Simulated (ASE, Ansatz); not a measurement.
# Twisted blue phosphorene bilayer, 27.80° (156 atoms): support functions against a reference

Aim: test how closely localised support functions follow the reference on twisted blue phosphorene bilayer, 27.80° (156 atoms), and at what cost. A setting counts as converged where the r.m.s. difference of forces stays under 1 % of the r.m.s. force.

Calculated with Ansatz 0.2.0; Kohn-Sham DFT, PBE+D4, PAW (set soft_2), plane waves.

### 1. Starting point

The cell holds 156 atoms: 156 P. Cell: a = 20.484 Å, b = 20.484 Å, c = 17.960 Å, α = 90.0°, β = 90.0°, γ = 120.0°. It derives from P (blue phosphorene). Blue phosphorene (a = 3.28 Å) under blue phosphorene (a = 3.28 Å), bilayer, commensurate cell of 39 unit cells a layer, twist 27.80 deg; facing planes 3.48 Å apart; 12 Å of vacuum; layers as built, displaced by a Gaussian of 0.01 Å. Regions: layer 1, 78 atoms (78 P); layer 2, 78 atoms (78 P). Vacuum lies along c.

Limits known from the start: Beside vacuum, support functions can miss their usual error bounds without a warning. Only the Γ point is sampled, in a cell whose shortest periodic width is 18 Å.

### 2. Plane-wave single point

The first run fixes the reference, at a cutoff of 420 eV.

Input file input.yaml:

```yaml
crystal:
  lattice:
    - [20.4836, 0.0, 0.0]
    - [-10.2418, 17.73932, 0.0]
    - [0.0, 0.0, 17.96]
  atoms:
    - { symbol: P, position: [0.10256, 0.6919, 0.40273] }
    - { symbol: P, position: [0.12717, 0.61503, 0.33442] }
    - { symbol: P, position: [0.15284, 0.87072, 0.40186] }
    - { symbol: P, position: [0.18004, 0.79492, 0.33379] }
    - { symbol: P, position: [0.2059, 0.05208, 0.40364] }
    - { symbol: P, position: [0.23074, 0.97381, 0.33325] }
    - { symbol: P, position: [0.07762, 0.10219, 0.40239] }
    - { symbol: P, position: [0.10287, 0.02563, 0.33421] }
    - { symbol: P, position: [0.12897, 0.28263, 0.40327] }
    - { symbol: P, position: [0.15469, 0.20553, 0.33397] }
    - { symbol: P, position: [0.17899, 0.461, 0.40284] }
    - { symbol: P, position: [0.2053, 0.38494, 0.33354] }
    - { symbol: P, position: [0.23118, 0.64199, 0.40198] }
    - { symbol: P, position: [0.25609, 0.56324, 0.3339] }
    - { symbol: P, position: [0.28194, 0.82077, 0.40273] }
    - { symbol: P, position: [0.3085, 0.74369, 0.33429] }
    - { symbol: P, position: [0.33355, 0.99991, 0.40311] }
    - { symbol: P, position: [0.35908, 0.92302, 0.33472] }
    - { symbol: P, position: [0.25727, 0.23178, 0.40323] }
    - { symbol: P, position: [0.28145, 0.15359, 0.33336] }
    - { symbol: P, position: [0.30745, 0.40997, 0.40267] }
    - { symbol: P, position: [0.33392, 0.33383, 0.33239] }
    - { symbol: P, position: [0.35874, 0.58926, 0.40408] }
    - { symbol: P, position: [0.38473, 0.51323, 0.33404] }
    - { symbol: P, position: [0.41007, 0.76965, 0.40279] }
    - { symbol: P, position: [0.43578, 0.69245, 0.33359] }
    - { symbol: P, position: [0.46095, 0.94855, 0.40237] }
    - { symbol: P, position: [0.48732, 0.87197, 0.33445] }
    - { symbol: P, position: [0.38447, 0.17967, 0.40334] }
    - { symbol: P, position: [0.40968, 0.10205, 0.33417] }
    - { symbol: P, position: [0.43548, 0.35928, 0.40286] }
    - { symbol: P, position: [0.46127, 0.28171, 0.33437] }
    [... 118 atom lines left out ...]
    - { symbol: P, position: [0.8724, 0.15465, 0.66642] }
    - { symbol: P, position: [0.84577, 0.05051, 0.5971] }
    - { symbol: P, position: [0.0003, 0.33305, 0.66586] }
    - { symbol: P, position: [0.97334, 0.22953, 0.59641] }
    - { symbol: P, position: [0.05165, 0.20456, 0.66654] }
    - { symbol: P, position: [0.02578, 0.10239, 0.59667] }
kpoints:
  mp_grid: { grid: [1, 1, 1] }
hamiltonian:
  xc: pbe
  dispersion: d4
scf:
  occupations: { method: fixed }
output:
  forces: true
  populations: true
  dos:
    method: { smearing: { sigma: 0.1 } }
    de: 0.1
    projected:
      site_lists:
        P: [P]
        layer_1: [0, 1, 2, 3, 4, 5, 6, 7, 8, 9, 10, 11, 12, 13, 14, 15, 16, 17, 18, 19, 20, 21, 22, 23, 24, 25, 26, 27, 28, 29, 30, 31, 32, 33, 34, 35, 36, 37, 38, 39, 40, 41, 42, 43, 44, 45, 46, 47, 48, 49, 50, 51, 52, 53, 54, 55, 56, 57, 58, 59, 60, 61, 62, 63, 64, 65, 66, 67, 68, 69, 70, 71, 72, 73, 74, 75, 76, 77]
        layer_2: [78, 79, 80, 81, 82, 83, 84, 85, 86, 87, 88, 89, 90, 91, 92, 93, 94, 95, 96, 97, 98, 99, 100, 101, 102, 103, 104, 105, 106, 107, 108, 109, 110, 111, 112, 113, 114, 115, 116, 117, 118, 119, 120, 121, 122, 123, 124, 125, 126, 127, 128, 129, 130, 131, 132, 133, 134, 135, 136, 137, 138, 139, 140, 141, 142, 143, 144, 145, 146, 147, 148, 149, 150, 151, 152, 153, 154, 155]
  eigenvalues: true
  write_density: true
  write_potential: true
  volumetric_format: npy
```

Started as:

```console
> ansatz run input.yaml --threads 8 --pin off --max-ram 15872MiB --backend cpu --events-out ev --progress --plain --runs-dir out
```

Numbers of over 12 decimals in the logs are rounded to 6 here.

The log of the run:

```text
Engine: ansatz 0.2.0, aarch64-unknown-linux-gnu
Pseudopotentials: kind: paw
Pseudopotential: P, paw, valence charge 5, recommended cutoff 420 eV (normal), P.paw.azcp
[... 5 lines on functional and potentials left out ...]
Crystal: 156 atoms, lattice volume = 6526.038 Å³
Basis set: ecut = 420 eV, 127561 PW (Γ), exchange–correlation on 288×288×250 points (8 copies of the dense FFT grid, shifted against one another)
Bands: 546, of which v1, the nominal top of the filled ones, is band 390 counted from 1 (389 counted from 0)
Symmetry: 1 space group operations
Space group: P1 (ITA 1), of the structure as read, at distance tolerance 1.9e-4 Å
k-points: 1
[... 3 lines on functional and potentials left out ...]
Initial density: superposition of atomic densities (neutral atoms: chi_scale 0, normalization atom), corrected by the library's trained network
Initial wavefunctions: pseudopotential atomic-orbital guess
Functional: x = pbe(κ = 0.804, μ = 0.219515), c = pbe(β = 0.066725)
SCF iter   1: F=—  HF=-117925.370157 eV  |F-HF|=—  |Δ(HF+E_count)|=         —  Δρ=1.81e-3  dr2=1.12e0  ethr=1.77e-3  ⟨swp⟩=7.0  Hψ=2457  notcnv=0  defer=144
preconditioner: auto → Resta (q_TF=auto, 1.915 Å⁻¹)  ε∞=3.1  [insulator: Δε(μ)=1.439 eV  Ē_g=8.808 eV  n_scr=802 (ndim 8)  ℏωp=12.8 eV  f_vac=0.448  ε∞_Penn≈3.1  vacuum switching on, ρ_ref=5.6e-3 e/Å³]
SCF iter   2: F=—  HF=-117925.258774 eV  |F-HF|=—  |Δ(HF+E_count)|=   1.11e-1  Δρ=1.28e-3  dr2=2.38e-1  ethr=1.44e-4  ⟨swp⟩=2.0  Hψ=983  notcnv=0  defer=153
SCF iter   3: F=—  HF=-117925.233402 eV  |F-HF|=—  |Δ(HF+E_count)|=   2.54e-2  Δρ=5.91e-4  dr2=5.25e-2  ethr=3.05e-5  ⟨swp⟩=2.0  Hψ=638  notcnv=0  defer=154
SCF iter   4: F=—  HF=-117925.231640 eV  |F-HF|=—  |Δ(HF+E_count)|=   1.76e-3  Δρ=2.16e-4  dr2=5.69e-3  ethr=6.73e-6  ⟨swp⟩=2.0  Hψ=625  notcnv=0  defer=154
SCF iter   5: F=—  HF=-117925.232661 eV  |F-HF|=—  |Δ(HF+E_count)|=   1.02e-3  Δρ=5.80e-5  dr2=1.02e-3  ethr=7.29e-7  ⟨swp⟩=3.0  Hψ=1068  notcnv=0  defer=154
SCF iter   6: F=—  HF=-117925.232645 eV  |F-HF|=—  |Δ(HF+E_count)|=   1.54e-5  Δρ=2.00e-5  dr2=1.35e-4  ethr=1.30e-7  ⟨swp⟩=2.0  Hψ=588  notcnv=0  defer=144
SCF iter   7: F=—  HF=-117925.232644 eV  |F-HF|=—  |Δ(HF+E_count)|=   1.52e-6  Δρ=8.34e-6  dr2=1.74e-5  ethr=1.73e-8  ⟨swp⟩=2.0  Hψ=636  notcnv=0  defer=140
SCF iter   8: F=—  HF=-117925.231052 eV  |F-HF|=—  |Δ(HF+E_count)|=   1.59e-3  Δρ=3.74e-6  dr2=1.99e-6  ethr=2.23e-9  ⟨swp⟩=2.0  Hψ=636  notcnv=0  defer=140
SCF iter   9: F=—  HF=-117925.231053 eV  |F-HF|=—  |Δ(HF+E_count)|=   4.90e-7  Δρ=1.50e-6  dr2=6.66e-7  ethr=2.55e-10  ⟨swp⟩=4.0  Hψ=1085  notcnv=0  defer=140
SCF iter  10: F=—  HF=-117925.231053 eV  |F-HF|=—  |Δ(HF+E_count)|=   3.43e-8  Δρ=6.12e-7  dr2=1.39e-7  ethr=8.54e-11  ⟨swp⟩=2.0  Hψ=634  notcnv=0  defer=140
SCF iter  11: F=-117925.231053 eV  HF=-117925.231053 eV  |F-HF|=2.59e-9  |Δ(HF+E_count)|=   1.20e-8  Δρ=2.13e-7  dr2=7.31e-9  ethr=1.28e-11  ⟨swp⟩=31.0  Hψ=6927  notcnv=0
SCF 1 converged in 11 iterations: F = -117925.231053 eV  dr2 = 7.31e-9
  greatest PAW one-centre occupation: 0.820 electrons in one spin orbital (limit 2), on the P atom at site 145 (counted from 0), in its partial waves of l = 0
WARN: The output density's exchange-correlation potential varies sharply where the density is thin. Do not read a vacuum level from v_tot or v_xc, or from such a field of the output density. On a cell that repeats whose density bears no net charge and no dipole along the vacuum's axis use v_es (v_loc + v_h of the components); [...]
SCF converged after 11 iterations
Free energy (F): -117925.231053 eV
Harris-Foulkes:  -117925.231053 eV  (|F-HF|=2.59e-9)
Internal energy: -117925.231053 eV  (E = F + TS)
E sigma→0 (E₀):  -117925.231053 eV
Fermi energy:    0.013546 eV
--- Per-component energies (eV) ---
  E_band       = -4464.062055
  E_kinetic    = 10829.513392
  E_local      = -135504.043592  (includes V_loc(G=0)·N_el)
  E_nonlocal   = 5302.555122
  E_hartree    = 62725.629939
  E_xc         = -9510.728714
  E_vxc        = -9367.702281  (∫ρ·V_xc dr)
  E_paw        = -88816.281491  (= ΣΔE_a)
  E_vpaw       = -1175.664218  (= ΣTr[D̂ρ^β])
  E_aug_tail   = 0.000511  (compensation charges beyond the density's cutoff)
  E_ewald      = 37092.250748
  E_disp       = -44.126969  (pairwise vdW)
  E_smearing   = -0.000000  (= −TS)
  E_closure    = 0.000000  (closes the sum)
  Σ components = -117925.231053   (vs F -117925.231053, Δ=0.00e0)
--- Forces (eV/Å), atoms counted from 1 ---
  atom   1  P     -0.12545771     0.10286213     0.14831844
  atom   2  P      0.18505772     0.11044394    -0.28929358
  atom   3  P      0.08252677     0.22193575     0.03085388
  atom   4  P     -0.07754467    -0.13718411    -0.12635547
  atom   5  P     -0.00675305    -0.22508608    -0.16942304
  atom   6  P     -0.05014406     0.14385291     0.22105808
  atom   7  P     -0.08874140     0.09863959     0.08207579
  atom   8  P      0.12011314    -0.08566062    -0.04293864
  atom   9  P     -0.21156922    -0.09305232    -0.27602347
  atom  10  P     -0.05736992     0.01864928     0.07649029
  atom  11  P     -0.02957264     0.05722761     0.01188691
  atom  12  P      0.00384914    -0.04888801     0.04031404
  atom  13  P      0.01115961    -0.22755930     0.13363367
  atom  14  P      0.01614821     0.13594973     0.08915227
[...]
atom 155  P     -0.16733585     0.03605482    -0.22333589
  atom 156  P     -0.16318630    -0.05320358     0.19097683
  max |Σ_I F_I| component: 6.65e-6 eV/Å
--- Band table (eV) ---
  k-point 0: bands = ["-14.6684", "-14.6138", "-14.2767", "-14.2735", [... 530 levels ...], "4.2358", "4.2387", "4.2486", "4.2567", "4.2634", "4.3051", "4.3062", "4.3132", "4.3222", "4.3284", "4.3312", "4.3360"]
--- Löwdin populations: 156 sites ---
  site symbol       q [e]
     0      P      4.9219
     1      P      4.9137
     2      P      4.9184
[...]
155      P      4.9216
  spilling = 0.016160 (of n_electrons = 780.000000)
```

The job ended after 1.9 min (8 threads of Arm Neoverse V1, shared host; peak memory 8.4 GiB).

The program notes that the exchange-correlation potential is rough where the density is thin.

Read from the output:

- free energy: -117925.2311 eV
- free energy per atom: -755.9310 eV/atom
- SCF cycles: 11
- r.m.s. force component: 0.129 eV/Å
- longest force: 0.41 eV/Å
- Fermi energy: 0.01355 eV
- gap (highest filled to lowest empty level): 1.454 eV
- potential in mid-vacuum, over the Fermi level: 5.665 eV
- potential 4.5 Å over the upper face: 5.665 eV
- potential 4.5 Å under the lower face: 5.665 eV
- spilling of the projection: 0.01616

Length of the force by element:

```
element  coordination  atoms  mean length of the force (eV/Å)  spread   least  most
      P           all    156                            0.208  0.0824  0.0486  0.41
```

The mean of these charges, 0.081 e, is only the charge that the projection spills.

Löwdin charges by element (they lack the spilled electrons, 0.081 e an atom on average):

```
element  coordination  atoms  mean charge (e)  spread   least    most
      P           all    156           0.0808  0.0038  0.0742  0.0889
```

By region:

```
 region  atoms  mean length of the force (eV/Å)
layer 1     78                            0.195
layer 2     78                            0.221
```

Density of states as counts of states in windows of 1 eV (from the Fermi level), total and the larger projections:

```
from (eV)  to (eV)  total    P p  layer 2  layer 1   P s
      -14      -13   38.1   11.2     18.7     19.2  26.8
      -13      -12   21.5    6.3     10.6     10.8  15.0
      -12      -11   60.5   17.6     30.4     29.7  42.5
      -11      -10   15.7    4.8      7.7      7.8  10.7
      -10       -9   24.9   10.3     12.3     12.3  14.3
       -9       -8   47.4   17.7     23.4     23.3  29.1
       -8       -7   30.3    9.3     14.9     14.9  20.6
       -7       -6   45.8   16.0     22.6     22.6  29.2
       -6       -5    7.9    7.8      3.9      3.9   0.0
       -5       -4  118.2  104.5     57.9     58.0  11.4
       -4       -3   70.2   60.3     34.0     34.8   8.5
       -3       -2   92.1   82.9     45.3     44.4   6.7
       -2       -1  104.9   87.6     51.5     51.5  15.5
       -1        0   66.6   55.2     32.7     32.7  10.1
        0        1    7.8    6.4      3.8      3.8   1.2
        1        2   39.3   28.9     16.7     16.7   4.6
        2        3  124.5  101.4     55.2     55.1   8.9
        3        4   86.7   66.0     36.3     36.6   6.9
```

With fixed occupations the program's Fermi level is the highest filled level; weight inside the gap is the broadening of levels at its edges.

Between -15 and -14 eV lie 28 more states.

The levels nearest the highest filled one (over half full), pooled over k-points and spins:

```
level less the highest filled one (eV)  occupation
                               -0.0429           2
                               -0.0354           2
                               -0.0291           2
                               -0.0176           2
                               -0.0154           2
                                     0           2
                                  1.45           0
                                  1.45           0
                                  1.46           0
                                  1.47           0
                                  1.47           0
                                  1.48           0
```

Planar average of the electrostatic potential energy along the normal, with the Fermi level as zero, after a running mean with a triangular window 4 Å wide at its base:

```
height (Å)  potential energy (eV)
       0.0                   5.67
       0.6                   5.66
       1.0                   5.66
       1.6                   5.66
       2.0                   5.66
       2.6                   5.63
       3.0                   5.54
       3.6                   5.07
       4.0                   4.06
       4.6                   1.70
       5.0                  -0.72
       5.6                  -4.51
       6.2                  -7.27
       6.6                  -7.89
       7.2                  -6.87
       7.6                  -4.71
       8.2                  -1.27
       8.6                   0.37
       9.2                   0.64
       9.6                  -0.59
      10.2                  -3.82
      10.6                  -6.26
      11.2                  -7.83
      11.6                  -7.60
      12.2                  -5.37
      12.8                  -1.64
      13.2                   0.95
      13.8                   3.57
      14.2                   4.81
      14.8                   5.48
      15.2                   5.61
      15.8                   5.65
      16.2                   5.66
      16.8                   5.66
      17.2                   5.66
      17.8                   5.67
```

Electrostatic potential energy in the ca plane at fractional y = 0.000, with atoms of P within 0.2 Å of it. With pseudopotentials it is smooth inside the atoms' cores, unlike the true potential.

Values in eV, 13 rows by 16 columns, each cell a mean:
```
  6   6   6   6   4   0 -10   2   4   2  -9  -1   5   6   6   6
  6   6   6   6   4  -2 -19   0   4   0 -16  -4   5   6   6   6
  6   6   6   6   3  -5 -10   2   4  -4 -11  -1   5   6   6   6
  6   6   6   6   2 -10 -19   0   4  -8 -18  -4   5   6   6   6
  6   6   6   6  -5 -29  -3   4   1 -28  -9   4   5   6   6   6
  6   6   6   6   4   0   2   4   4   1   1   4   5   6   6   6
  6   6   6   6   3  -5  -5   3   4  -3  -5   1   5   6   6   6
  6   6   6   6   4   2   0   4   4   2   0   3   5   6   6   6
  6   6   6   6   4  -4 -32  -4   5   0 -30 -12   5   6   6   6
  6   6   6   6  -1 -23  -5   3   2 -21  -9   2   5   6   6   6
  6   6   6   6   3  -6  -5   3   4  -5  -6   1   5   6   6   6
  6   6   6   6  -1 -23  -1   4   2 -21  -6   4   5   6   6   6
  6   6   6   6   3  -5   1   4   4  -5   0   4   5   6   6   6
```
Columns run along c (18.0 Å; values clipped at the 3rd and 97th percentile), rows up along a (20.5 Å). Atoms in or near the plane, at fractional coordinates: P at (0.40, 0.33), P at (0.33, 0.67), P at (0.67, 0.33), P at (0.60, 0.67).

Valence density in the ca plane at fractional y = 0.000, with atoms of P within 0.2 Å of it. It is the smooth field of the valence electrons, not physical close to the nuclei.

Values in e/Å³, 13 rows by 16 columns, each cell a mean:
```
0.00 0.00 0.00 0.00 0.04 0.21 0.36 0.13 0.04 0.16 0.35 0.19 0.01 0.00 0.00 0.00
0.00 0.00 0.00 0.00 0.06 0.29 0.47 0.20 0.05 0.22 0.47 0.28 0.02 0.00 0.00 0.00
0.00 0.00 0.00 0.01 0.11 0.43 0.45 0.13 0.08 0.37 0.49 0.20 0.01 0.00 0.00 0.00
0.00 0.00 0.00 0.01 0.12 0.46 0.54 0.19 0.08 0.38 0.57 0.28 0.02 0.00 0.00 0.00
0.00 0.00 0.00 0.01 0.32 0.43 0.27 0.04 0.20 0.44 0.36 0.05 0.01 0.00 0.00 0.00
0.00 0.00 0.00 0.00 0.06 0.17 0.14 0.04 0.04 0.15 0.15 0.05 0.01 0.00 0.00 0.00
0.00 0.00 0.00 0.01 0.11 0.44 0.43 0.11 0.07 0.37 0.48 0.17 0.01 0.00 0.00 0.00
0.00 0.00 0.00 0.00 0.04 0.14 0.17 0.06 0.03 0.12 0.18 0.08 0.01 0.00 0.00 0.00
0.00 0.00 0.00 0.00 0.04 0.31 0.48 0.33 0.04 0.21 0.47 0.43 0.03 0.00 0.00 0.00
0.00 0.00 0.00 0.01 0.24 0.59 0.40 0.09 0.15 0.55 0.49 0.12 0.01 0.00 0.00 0.00
0.00 0.00 0.00 0.01 0.11 0.39 0.40 0.11 0.07 0.34 0.45 0.17 0.01 0.00 0.00 0.00
0.00 0.00 0.00 0.01 0.23 0.53 0.28 0.05 0.15 0.51 0.38 0.07 0.01 0.00 0.00 0.00
0.00 0.00 0.00 0.01 0.10 0.27 0.16 0.04 0.07 0.26 0.20 0.05 0.01 0.00 0.00 0.00
```
Columns run along c (18.0 Å), rows up along a (20.5 Å). Atoms in or near the plane, at fractional coordinates: P at (0.40, 0.33), P at (0.33, 0.67), P at (0.67, 0.33), P at (0.60, 0.67).

Löwdin charges run from +0.07 to +0.09 e, about a mean that is the spilled charge alone. The largest share in the top eV of filled states is P p (84 % of the projected weight), and in the lowest eV of empty states P p (89 % of the projected weight). The potential stands 5.66 eV above the highest filled level over the upper face and 5.67 eV under the lower one, a reading of the ionisation potential at this level on the run's k-points.

### 3. Local order

These statistics describe the geometry on which the runs were made.

Normalised to the volume that the atoms fill. Pair distribution function in bins of 0.2 Å:

```
r (Å)  total
 2.20   4.33
 2.40   0.00
 2.60   0.00
 2.80   0.00
 3.00   0.00
 3.20   3.88
 3.40   0.27
 3.60   0.13
 3.80   0.12
 4.00   1.56
 4.20   0.10
 4.40   0.13
 4.60   0.08
 4.80   0.29
 5.00   0.41
 5.20   1.83
 5.40   0.35
 5.60   1.47
 5.80   0.43
 6.00   0.20
 6.20   0.46
 6.40   0.23
 6.60   1.33
 6.80   0.32
 7.00   1.24
 7.20   0.29
 7.40   0.27
 7.60   0.62
```

Bonds by pair of elements; cutoffs follow the first minimum of g(r), held within bounds set by covalent radii, and pairs that aren't listed don't count as bonded:

```
pair A-B  cutoff (Å)  bonds  mean length (Å)  spread (Å)  shortest (Å)  B about A  A about B
     P-P        2.68    234             2.26       0.013          2.23          3          3
```

How many atoms have how many bonded neighbours:

```
element  mean    3
      P     3  156
```

Bond angles (no mean is given where the spread exceeds 20°):

```
angle  count  mean (°)  spread (°)
P-P-P    468      92.9         0.5
```

With the cutoffs above, all P atoms have 3 bonded neighbours. The P-P-P angle averages 93° with a spread of 0.5°.

[end of part 1 of 2]

[Logs are printed without paths, hosts, clocks, repeated set-up lines and the standing remarks that a program may print on its own settings, such as how far it seeks lower states.]

[Hosts, paths, dates, database ids (printed as entryN), source tags and the programs' standing remarks are cut or masked in the printed files.]
